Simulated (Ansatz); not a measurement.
**The gap of Ta2O5 (Pmmn): a ladder of methods and an error budget**

The study climbs from cheap functionals to G0W0 on Ta2O5 (Pmmn) and then asks what each convergence step is worth.

Calculated with Ansatz 0.2.0; density functionals, hybrids, G0W0, plane waves, PAW.

### 1. Set-up

The structure is orthorhombic, space group Pmmn (No. 59). Conventional cell: a = 3.841 Å, b = 13.037 Å, c = 3.874 Å, α = 90.00°, β = 90.00°, γ = 90.00°. Nearest to Ta lie 6 O at 1.88 to 2.21 Å. Nearest to O lie 3 Ta at 1.99 to 2.21 Å. O has 2 Ta at 1.88 to 2.00 Å nearest. Nearest to O lie 2 Ta at 1.90 Å. Farther neighbours and most contacts between anions are not listed.

Coordinates:

```cif
data_structure
_symmetry_space_group_name_H-M 'P 1'
_symmetry_Int_Tables_number 1
_cell_length_a 3.8409
_cell_length_b 13.0373
_cell_length_c 3.8742
_cell_angle_alpha 90.000
_cell_angle_beta 90.000
_cell_angle_gamma 90.000
_cell_volume 194.00
loop_
_atom_site_label
_atom_site_type_symbol
_atom_site_fract_x
_atom_site_fract_y
_atom_site_fract_z
_atom_site_occupancy
Ta1 Ta 0.00000 0.14580 0.02271 1
Ta2 Ta 0.50000 0.35420 0.97729 1
Ta3 Ta 0.50000 0.64580 0.97729 1
Ta4 Ta 0.00000 0.85420 0.02271 1
O5 O 0.50000 0.18523 0.00206 1
O6 O 0.00000 0.31477 0.99794 1
O7 O 0.00000 0.68523 0.99794 1
O8 O 0.50000 0.81477 0.00206 1
O9 O 0.00000 0.85107 0.50765 1
O10 O 0.50000 0.64893 0.49235 1
O11 O 0.50000 0.35107 0.49235 1
O12 O 0.50000 0.50000 0.99500 1
O13 O 0.00000 0.00000 0.00500 1
O14 O 0.00000 0.14893 0.50765 1
```

The cell and positions are those that the Materials Project relaxed with its own functionals (PBE, PBE+U or r2SCAN), kept fixed. Spin-orbit coupling is left out unless a step names it. The default PAW set here is soft_2. Its files were made with PBE.

### 2. LDA bands

Levels along a band path, at the cheap level, show where the edges lie and whether the meshes to come will hold them.

This step: DFT, LDA, plane waves, PAW.

input.yaml reads:

```yaml
crystal:
  lattice:
    - [3.84085413, 0.0, 0.0]
    - [0.0, 13.0373230544, 0.0]
    - [0.0, 0.0, 3.8741645114]
  atoms:
    - { symbol: Ta, position: [0.0, 0.14579693, 0.02271197] }
    - { symbol: Ta, position: [0.5, 0.35420307, 0.97728803] }
    - { symbol: Ta, position: [0.5, 0.64579693, 0.97728803] }
    - { symbol: Ta, position: [0.0, 0.85420307, 0.02271197] }
    - { symbol: O, position: [0.5, 0.18522554, 0.00205837] }
    - { symbol: O, position: [0.0, 0.31477446, 0.99794163] }
    - { symbol: O, position: [0.0, 0.68522554, 0.99794163] }
    - { symbol: O, position: [0.5, 0.81477446, 0.00205837] }
    - { symbol: O, position: [0.0, 0.85107074, 0.50764741] }
    - { symbol: O, position: [0.5, 0.64892926, 0.49235259] }
    - { symbol: O, position: [0.5, 0.35107074, 0.49235259] }
    - { symbol: O, position: [0.5, 0.5, 0.99500122] }
    - { symbol: O, position: [0.0, 0.0, 0.00499878] }
    - { symbol: O, position: [0.0, 0.14892926, 0.50764741] }
kpoints:
  mp_grid: { grid: [6, 2, 6] }
  band_path:
    path:
      - [[0.0, 0.0, 0.0], [0.5, 0.0, 0.0], [0.5, 0.5, 0.0], [0.0, 0.5, 0.0], [0.0, 0.0, 0.0], [0.0, 0.0, 0.5], [0.5, 0.0, 0.5], [0.5, 0.5, 0.5], [0.0, 0.5, 0.5], [0.0, 0.0, 0.5]]
      - [[0.5, 0.0, 0.0], [0.5, 0.0, 0.5]]
      - [[0.0, 0.5, 0.0], [0.0, 0.5, 0.5]]
      - [[0.5, 0.5, 0.0], [0.5, 0.5, 0.5]]
    npoints: 10
hamiltonian:
  xc: lda
scf:
  occupations: { method: fermi_dirac, width: 0.02 }
  n_extra_bands: 8
output:
  eigenvalues: true
  write_density: true
  write_potential: true
  elf: true
  volumetric_format: npy
```

Started as:

```
ansatz run input.yaml --threads 4 --pin off --max-ram 138240MiB --backend cuda --events-out ev --progress --plain --runs-dir out --devices 1 --max-vram 26GiB
```

Numbers of over 12 decimals in the logs are rounded to 6 here.

The log of the run:

```text
scf.n_extra_bands = 8 over 56 filled bands (N_el = 112.0): the run solves 64 bands
GPUs: using 1 of 1 available (devices: 1).
Engine: ansatz 0.2.0, x86_64-unknown-linux-gnu
Pseudopotentials: kind: paw
Pseudopotential: Ta, paw, valence charge 13, recommended cutoff 420 eV (normal), Ta.paw.azcp
Pseudopotential: O, paw, valence charge 6, recommended cutoff 420 eV (normal), O.paw.azcp
Functional definition: SPW92
  exchange = slater_x
  correlation = pw_c
device memory: the entry about to start is reckoned to put 4.1 GiB on a device that reports 54.4 GiB free (of which the cap on the GPU budget leaves the run 26.0 GiB)
GPU FFT provider: cuFFT
GPU libraries: cuBLAS 13.8.2, cuFFT 12.4.0, cuSOLVER 12.3.4
Crystal: 14 atoms, lattice volume = 193.997 Å³
Basis set: ecut = 420 eV, 3823 PW (Γ)
Bands: 64, of which v1, the nominal top of the filled ones, is band 56 counted from 1 (55 counted from 0)
Symmetry: 8 space group operations
Space group: Pmmn (ITA 59), of the structure as read, at distance tolerance 5.8e-5 Å
k-points: 32 of 72
Non-local potential: Ta, projectors of the file, l = 0: 3, l = 1: 2, l = 2: 2, l = 3: 1
Non-local potential: O, projectors of the file, l = 0: 2, l = 1: 2, l = 2: 1
PAW form: soft (Blöchl's): semilocal exchange-correlation on the pseudo side does not see the compensation charge
PAW frozen core: Ta, regenerated for the run's functional, and the local potential with it (the file was generated under x = pbe(κ = 0.804, μ = 0.219515), c = pbe(β = 0.066725))
PAW frozen core: O, regenerated for the run's functional, and the local potential with it (the file was generated under x = pbe(κ = 0.804, μ = 0.219515), c = pbe(β = 0.066725))
PAW one-centre angular grid: Ta, 590 points (default); XC on 64 Gauss nodes
PAW one-centre angular grid: O, 110 points (default); XC on 64 Gauss nodes
Initial density: superposition of atomic densities (neutral atoms: chi_scale 0, normalization atom), corrected by the library's trained network
Initial wavefunctions: pseudopotential atomic-orbital guess
GPU buffer pool allocated for 65610 grid points (all kernels)
GPU transforms: local potential and band sums: pruned to the plane-wave sphere, on 25×90×25
Functional: x = slater, c = lda
SCF iter   1: F=—  HF=-44298.001565 eV  |F-HF|=—  |Δ(HF+E_count)|=         —  Δρ=2.05e-2  dr2=7.80e-1  ethr=1.77e-3  ⟨swp⟩=5.9  Hψ=8201  notcnv=0
preconditioner: auto → Resta (q_TF=auto, 2.490 Å⁻¹)  ε∞=6.3  [insulator: Δε(μ)=1.891 eV  Ē_g=10.374 eV  σ=0.020 eV  W_gap=1.00  n_scr=50 (ndim 8)  ℏωp=23.8 eV  f_vac=0.158  D(μ)=0.00/eV (n_scr^D=0)  ε∞_Penn≈6.3]
SCF iter   2: F=—  HF=-44297.836381 eV  |F-HF|=—  |Δ(HF+E_count)|=   1.65e-1  Δρ=6.80e-3  dr2=4.75e-2  ethr=6.97e-4  ⟨swp⟩=2.1  Hψ=3700  notcnv=0  defer=64
SCF iter   3: F=—  HF=-44297.825737 eV  |F-HF|=—  |Δ(HF+E_count)|=   1.06e-2  Δρ=2.39e-3  dr2=6.44e-3  ethr=4.24e-5  ⟨swp⟩=2.1  Hψ=3289  notcnv=0  defer=64
SCF iter   4: F=—  HF=-44297.824671 eV  |F-HF|=—  |Δ(HF+E_count)|=   1.07e-3  Δρ=1.15e-3  dr2=2.32e-3  ethr=5.75e-6  ⟨swp⟩=2.0  Hψ=3044  notcnv=0  defer=64
SCF iter   5: F=—  HF=-44297.823651 eV  |F-HF|=—  |Δ(HF+E_count)|=   1.02e-3  Δρ=2.12e-4  dr2=1.52e-4  ethr=2.07e-6  ⟨swp⟩=2.0  Hψ=3142  notcnv=0  defer=64
SCF iter   6: F=—  HF=-44297.823687 eV  |F-HF|=—  |Δ(HF+E_count)|=   3.56e-5  Δρ=1.15e-4  dr2=3.51e-5  ethr=1.35e-7  ⟨swp⟩=2.0  Hψ=2953  notcnv=0  defer=64
SCF iter   7: F=—  HF=-44297.823980 eV  |F-HF|=—  |Δ(HF+E_count)|=   2.93e-4  Δρ=6.79e-5  dr2=1.03e-5  ethr=3.13e-8  ⟨swp⟩=2.0  Hψ=3215  notcnv=0  defer=64
SCF iter   8: F=—  HF=-44297.823981 eV  |F-HF|=—  |Δ(HF+E_count)|=   9.83e-7  Δρ=2.52e-5  dr2=1.24e-6  ethr=9.20e-9  ⟨swp⟩=2.0  Hψ=3147  notcnv=0  defer=64
SCF iter   9: F=—  HF=-44297.823982 eV  |F-HF|=—  |Δ(HF+E_count)|=   8.10e-7  Δρ=7.33e-6  dr2=1.45e-7  ethr=1.10e-9  ⟨swp⟩=2.0  Hψ=3059  notcnv=0  defer=64
SCF iter  10: F=-44297.823982 eV  HF=-44297.823982 eV  |F-HF|=1.41e-9  |Δ(HF+E_count)|=   8.67e-8  Δρ=1.24e-6  dr2=5.43e-9  ethr=8.93e-11  ⟨swp⟩=8.3  Hψ=4486  notcnv=0
SCF 1 converged in 10 iterations: F = -44297.823982 eV  dr2 = 5.43e-9
[...]
device memory: the entry about to start is reckoned to put 14.9 GiB on a device that reports 54.2 GiB free (of which the cap on the GPU budget leaves the run 26.0 GiB)
NSCF: frozen V_eff on 124 k-points, pencils in batches of 32, up to order 284
SCF converged after 10 iterations
Free energy (F): -44297.823982 eV
Harris-Foulkes:  -44297.823982 eV  (|F-HF|=1.41e-9)
Internal energy: -44297.823982 eV  (E = F + TS)
E sigma→0 (E₀):  -44297.823982 eV
Fermi energy:    7.772430 eV
--- Per-component energies (eV) ---
  E_band       = -1132.614076
  E_kinetic    = 3187.276032
  E_local      = -8866.265549  (includes V_loc(G=0)·N_el)
  E_nonlocal   = 579.806709
  E_hartree    = 3272.020079
  E_xc         = -1581.997479
  E_vxc        = -1735.058229  (∫ρ·V_xc dr)
  E_paw        = -34068.881843  (= ΣΔE_a)
  E_vpaw       = -842.439124  (= ΣTr[D̂ρ^β])
  E_aug_tail   = 0.025437  (compensation charges beyond the density's cutoff)
  E_ewald      = -6821.812195
  E_core_change = 2.004826  (= ΣΔE_core)
  E_smearing   = -0.000000  (= −TS)
  E_closure    = -0.000000  (closes the sum)
  Σ components = -44297.823982   (vs F -44297.823982, Δ=0.00e0)
--- Band table (eV; the first three rows and the last of 32) ---
  k-point 0: bands = [... 52 lower, 5.8289, 5.9082, 5.9847, 6.0575, 8.8778, 8.9047, 9.3025, 9.3332, ... 4 higher]
  k-point 1: bands = [... 52 lower, 5.5065, 5.5911, 5.6985, 6.0023, 9.7239, 9.8113, 10.0471, 10.0555, ... 4 higher]
  k-point 2: bands = [... 52 lower, 5.1371, 5.4322, 6.2244, 6.2981, 10.6414, 10.7880, 11.3242, 11.3795, ... 4 higher]
  k-point 31: bands = [... 52 lower, 6.5488, 6.5488, 6.6589, 6.6589, 9.8280, 9.8280, 11.6079, 11.6079, ... 4 higher]
```

Elapsed: 8.3 s, on 1 × NVIDIA H100 80GB HBM3 (shared by 3 runs) with 4 threads of AMD EPYC 7R13 (Zen 3), shared host; peak memory 1.1 GiB.

Numbers from this step:

```
filled bands         : 56
gap                  : 2.219 eV
valence top at       : R
conduction bottom at : Γ
least direct gap     : 2.820 eV
```

The gap is indirect, with the least direct gap 0.60 eV higher.

Electronic bands along the path, in eV, zero at the top of the highest nominally filled band:

```
    point  band 53  band 54  band 55  band 56  band 57  band 58  band 59  band 60
        Γ    -0.83    -0.75    -0.67    -0.60     2.22     2.25     2.64     2.67
  halfway    -0.91    -0.86    -0.82    -0.71     2.32     2.77     3.06     3.22
        X    -0.96    -0.96    -0.78    -0.78     2.54     2.54     3.23     3.23
  halfway    -0.96    -0.96    -0.78    -0.78     2.54     2.54     3.16     3.16
        S    -0.95    -0.95    -0.78    -0.78     2.55     2.55     3.09     3.09
  halfway    -0.91    -0.91    -0.75    -0.75     2.49     2.49     3.12     3.12
        Y    -0.73    -0.73    -0.68    -0.68     2.23     2.23     2.66     2.66
  halfway    -0.79    -0.73    -0.69    -0.62     2.22     2.24     2.65     2.67
        Γ    -0.83    -0.75    -0.67    -0.60     2.22     2.25     2.64     2.67
  halfway    -1.38    -1.15    -0.64    -0.47     3.70     3.89     3.93     4.04
        Z    -1.63    -1.31    -0.30    -0.29     4.06     4.23     5.39     5.46
  halfway    -0.58    -0.54    -0.32    -0.14     3.14     3.31     4.50     4.96
        U    -0.09    -0.09    -0.01    -0.01     3.28     3.28     4.87     4.87
  halfway    -0.10    -0.10     0.00     0.00     3.22     3.22     4.91     4.91
        R    -0.11    -0.11     0.00     0.00     3.17     3.17     4.95     4.95
  halfway    -0.58    -0.58    -0.20    -0.20     3.20     3.20     4.73     4.73
        T    -1.52    -1.52    -0.29    -0.29     4.15     4.15     5.42     5.42
  halfway    -1.61    -1.37    -0.30    -0.29     4.09     4.21     5.40     5.45
        Z    -1.63    -1.31    -0.30    -0.29     4.06     4.23     5.39     5.46
jump to X    -0.96    -0.96    -0.78    -0.78     2.54     2.54     3.23     3.23
  halfway    -0.54    -0.54    -0.53    -0.53     3.23     3.23     4.14     4.14
        U    -0.09    -0.09    -0.01    -0.01     3.28     3.28     4.87     4.87
jump to Y    -0.73    -0.73    -0.68    -0.68     2.23     2.23     2.66     2.66
  halfway    -1.26    -1.26    -0.56    -0.56     3.76     3.76     4.09     4.09
        T    -1.52    -1.52    -0.29    -0.29     4.15     4.15     5.42     5.42
jump to S    -0.95    -0.95    -0.78    -0.78     2.55     2.55     3.09     3.09
```

Electrostatic potential energy in the ab plane at fractional z = 0.002, with atoms of Ta and O within 0.2 Å of it. With pseudopotentials it is smooth inside the atoms' cores, unlike the true potential.

Values in eV, 24 rows by 14 columns, each cell a mean:
```
-34 -25  -4   9  12  12  13  13  13  12  11   7 -11 -28
-13  -9  -2   4   8  11  12  12  12  10   7   3  -4 -10
-53 -45 -27 -10   2   8   9   8   9   6  -1 -14 -33 -48
-67 -63 -39 -16  -3 -10 -23 -29 -21  -6  -5 -22 -48 -65
-36 -30 -17  -4  -1 -22 -39 -47 -36 -14   1  -7 -21 -32
 -2   0   4   6   7   2  -6 -10  -4   5   7   6   3   0
-25 -17  -1   6   3  -4  -8 -10  -7  -1   4   5  -6 -20
-48 -37 -16  -2 -14 -33 -48 -52 -45 -26 -10  -3 -24 -40
-11  -6   1  -4 -22 -47 -64 -67 -62 -38 -16  -1   0  -8
 11  10   8   3  -8 -21 -32 -36 -30 -17  -4   4   9  11
 12  12  11   9   6   0 -10 -14  -8   3   7  10  11  12
 13  13  13  12   6 -19 -37 -45 -34 -10   9  12  13  13
 13  13  12  11   8 -11 -27 -34 -24  -4   9  12  12  13
 12  12  10   7   3  -4 -10 -13  -9  -1   4   8  11  12
  8   9   6  -1 -14 -33 -48 -53 -45 -26 -10   2   8   9
-29 -21  -6  -5 -22 -48 -65 -67 -62 -38 -16  -3 -10 -23
-47 -36 -14   1  -7 -21 -32 -36 -29 -16  -4  -1 -22 -39
-10  -4   5   7   6   3   0  -2   0   4   6   7   2  -6
-10  -7  -1   4   5  -6 -20 -25 -17  -1   6   3  -4  -8
-53 -45 -26 -10  -3 -24 -40 -48 -37 -16  -2 -14 -33 -48
-67 -62 -38 -16  -1   0  -8 -12  -6   1  -4 -22 -48 -64
-36 -30 -17  -4   4   9  11  11  10   8   2  -8 -21 -32
-14  -8   3   7  10  11  12  12  12  11   9   6   0 -10
-45 -34 -10   9  12  13  13  13  13  13  12   6 -19 -37
```
Columns run along a (3.8 Å; values clipped at the 3rd and 97th percentile), rows up along b (13.0 Å). Atoms in or near the plane, at fractional coordinates: Ta at (0.00, 0.15), Ta at (0.50, 0.35), Ta at (0.50, 0.65), Ta at (0.00, 0.85), O at (0.50, 0.19), O at (0.00, 0.31), O at (0.00, 0.69), O at (0.50, 0.81), O at (0.50, 0.50), O at (0.00, 0.00).

Valence density in the ab plane at fractional z = 0.002, with atoms of Ta and O within 0.2 Å of it. It is the smooth field of the valence electrons, not physical close to the nuclei.

Ten even steps from '0' (0.0 e/Å³) to '9' (6.8 e/Å³), each cell a mean:
```
64100000000025
21000000000011
55200000000135
56411245411256
43101479621123
00000122100000
53100011100024
97311355521148
22102565641012
00000234310000
00000122100000
00001379620000
00000256410000
00000112100000
00001355520000
54112565641124
96211234310147
21000000000012
11000245310001
55211489731135
56410122210256
43100000000023
21000000000012
96200000000137
```
Columns run along a (3.8 Å), rows up along b (13.0 Å). Atoms in or near the plane, at fractional coordinates: Ta at (0.00, 0.15), Ta at (0.50, 0.35), Ta at (0.50, 0.65), Ta at (0.00, 0.85), O at (0.50, 0.19), O at (0.00, 0.31), O at (0.00, 0.69), O at (0.50, 0.81), O at (0.50, 0.50), O at (0.00, 0.00).

### 3. LDA+SOC

Spin-orbit coupling can split or shift the edges; a non-collinear run measures by how much.

This step: DFT, LDA with spin-orbit coupling, plane waves, PAW.

input.yaml, the sections that differ from step 2:

```yaml
kpoints:
  mp_grid: { grid: [6, 2, 6] }
  band_path:
    path:
      - [0.0, 0.0, 0.0]
      - [0.5, 0.0, 0.0]
      - [0.5, 0.5, 0.0]
      - [0.0, 0.5, 0.0]
      - [0.0, 0.0, 0.5]
      - [0.5, 0.0, 0.5]
      - [0.5, 0.5, 0.5]
      - [0.0, 0.5, 0.5]
    npoints: 1
scf:
  occupations: { method: fixed }
  n_extra_bands: 16
magnetization:
  noncollinear: true
  spin_orbit: true
output:
  eigenvalues: true
# crystal, hamiltonian: as in step 2
```

The log of the run:

```text
[...]
GPUs: using 1 of 1 available (devices: 1).
[...]
non-collinear run that drives no moment, with spin-orbit: no starting moment large enough to seed its density (crystal.atoms[].spin), no starting occupations that ask for one, no magnetisation constraint and no magnetic field, so the semilocal B_xc is pinned to zero
[...]
GPU FFT provider: cuFFT
[...]
k-point 0: bands = [... 108 lower, 5.9773, 5.9773, 6.0754, 6.0754, 8.8592, 8.8592, 8.8796, 8.8796, ... 12 higher]
  k-point 1: bands = [... 108 lower, 5.6956, 5.6956, 6.0012, 6.0012, 9.6961, 9.6961, 9.7546, 9.7546, ... 12 higher]
  k-point 2: bands = [... 108 lower, 6.2213, 6.2213, 6.2963, 6.2963, 10.5802, 10.5802, 10.7347, 10.7347, ... 12 higher]
  k-point 31: bands = [... 108 lower, 6.6548, 6.6548, 6.6548, 6.6548, 9.8171, 9.8171, 9.8171, 9.8171, ... 12 higher]
[key lines of the parts left out:]
SCF converged after 11 iterations
Magnetization: |M| = 0.0000 μB,  M = (+0.0000, +0.0000, +0.0000) μB
Free energy (F): -44384.419242 eV
Fermi energy:    6.654818 eV
```

It took 15 s on 1 × NVIDIA H100 80GB HBM3 (shared by 3 runs) with 4 threads; peak memory 1.1 GiB; 26 s of CPU time.

Numbers from this step:

| Quantity | Value |
| --- | --- |
| gap | 2.204 eV |
| valence top at | R |
| conduction bottom at | Γ |
| least direct gap | 2.784 eV |

The gap stands −0.01 eV against LDA.

### 4. HSE06

The screened hybrid is the usual rung above semilocal functionals: a quarter of exact exchange, cut off beyond a few ångström.

This step: DFT, HSE06, plane waves, PAW.

Changes to input.yaml since step 3:

```diff
@@ -21,3 +21,3 @@
 kpoints:
-  mp_grid: { grid: [6, 2, 6] }
+  mp_grid: { grid: [4, 2, 4] }
   band_path:
@@ -34,10 +34,11 @@
 hamiltonian:
-  xc: lda
+  xc: hse06
 scf:
   occupations: { method: fixed }
-  n_extra_bands: 16
-magnetization:
-  noncollinear: true
-  spin_orbit: true
+  n_extra_bands: 8
 output:
   eigenvalues: true
+  write_density: true
+  write_potential: true
+  elf: true
+  volumetric_format: npy
```

The log of the run:

```text
[...]
GPUs: using 1 of 1 available (devices: 1).
[...]
davidson cushion auto → on  (no smearing: the cushion is to keep the highest requested band from converging to the state above it; pin scf.eigensolver.cushion to override)
[...]
GPU FFT provider: cuFFT
GPU libraries: cuBLAS 13.8.2, cuFFT 12.4.0, cuSOLVER 12.3.4
Crystal: 14 atoms, lattice volume = 193.997 Å³
Basis set: ecut = 420 eV, 3823 PW (Γ)
[...]
Fermi energy:    5.965284 eV
[...]
--- Band table (eV; the first three rows and the last of 18) ---
  k-point 0: bands = [... 52 lower, 5.1808, 5.1879, 5.2930, 5.3459, 9.7354, 9.7532, 10.1916, 10.2175, ... 4 higher]
  k-point 1: bands = [... 52 lower, 4.5205, 4.7589, 5.3098, 5.5005, 11.2998, 11.5064, 11.5158, 11.6419, ... 4 higher]
  k-point 2: bands = [... 52 lower, 4.2023, 4.5902, 5.6702, 5.6704, 11.7589, 11.8996, 13.1216, 13.1959, ... 4 higher]
  k-point 17: bands = [... 52 lower, 5.8459, 5.8459, 5.9653, 5.9653, 10.7854, 10.7854, 12.6998, 12.6998, ... 4 higher]
[key lines of the parts left out:]
Free energy (F): -45418.751386 eV
```

The job ended after 46 s (1 × NVIDIA H100 80GB HBM3 (shared by 3 runs) with 4 threads; peak memory 1.6 GiB).

This step gave:

```
gap                  : 3.770 eV
valence top at       : R
conduction bottom at : Γ
least direct gap     : 4.389 eV
```

The gap stands +1.55 eV against LDA.

### 5. HSE06+SOC

This step: DFT, HSE06 with spin-orbit coupling, plane waves, PAW.

Changes to input.yaml since step 4:

```diff
@@ -37,8 +37,7 @@
   occupations: { method: fixed }
-  n_extra_bands: 8
+  n_extra_bands: 16
+magnetization:
+  noncollinear: true
+  spin_orbit: true
 output:
   eigenvalues: true
-  write_density: true
-  write_potential: true
-  elf: true
-  volumetric_format: npy
```

The log of the run:

```text
[...]
GPUs: using 1 of 1 available (devices: 1).
[...]
GPU FFT provider: cuFFT
GPU libraries: cuBLAS 13.8.2, cuFFT 12.4.0, cuSOLVER 12.3.4
Crystal: 14 atoms, lattice volume = 193.997 Å³
Basis set: ecut = 420 eV, 3823 PW (Γ)
Bands: 128, of which v1, the nominal top of the filled ones, is band 112 counted from 1 (111 counted from 0)
Symmetry: 8 space group operations + 8 with time reversal
[...]
--- Band table (eV; the first three rows and the last of 18) ---
  k-point 0: bands = [... 108 lower, 5.2819, 5.2819, 5.3699, 5.3699, 9.7173, 9.7173, 9.7347, 9.7347, ... 12 higher]
  k-point 1: bands = [... 108 lower, 5.3065, 5.3065, 5.4982, 5.4982, 11.2551, 11.2551, 11.4135, 11.4135, ... 12 higher]
  k-point 2: bands = [... 108 lower, 5.6677, 5.6677, 5.6683, 5.6683, 11.7157, 11.7157, 11.8614, 11.8614, ... 12 higher]
  k-point 17: bands = [... 108 lower, 5.9613, 5.9613, 5.9613, 5.9613, 10.7795, 10.7795, 10.7795, 10.7795, ... 12 higher]
[key lines of the parts left out:]
Magnetization: |M| = 0.0000 μB,  M = (+0.0000, +0.0000, +0.0000) μB
Free energy (F): -45438.694228 eV
Fermi energy:    5.961253 eV
```

The job ended after 1.8 min (1 × NVIDIA H100 80GB HBM3 (shared by 3 runs) with 4 threads; peak memory 3.1 GiB; 4.3 min of CPU time).

Numbers from this step:

| Item | Value |
| --- | --- |
| gap | 3.756 eV |
| valence top at | R |
| conduction bottom at | Γ |
| least direct gap | 4.347 eV |

The gap stands −0.01 eV against HSE06.

(Part 1 of 2 ends here.)

[Paths, hosts, dates, memory and timing lines, banners, echoed tables and standing remarks are left out of the program output.]

[Logs are printed without paths, hosts, clocks, repeated set-up lines and the standing remarks that a program may print on its own settings, such as how far it seeks lower states.]

[Runs of the session that timed out or met a known fault of the program may be left out.]

[Cells called generated may have been cut or substituted from an entry of the Crystallography Open Database or the Materials Project.]

[Hosts, paths, dates, database ids (printed as entryN), source tags and the programs' standing remarks are cut or masked in the printed files.]
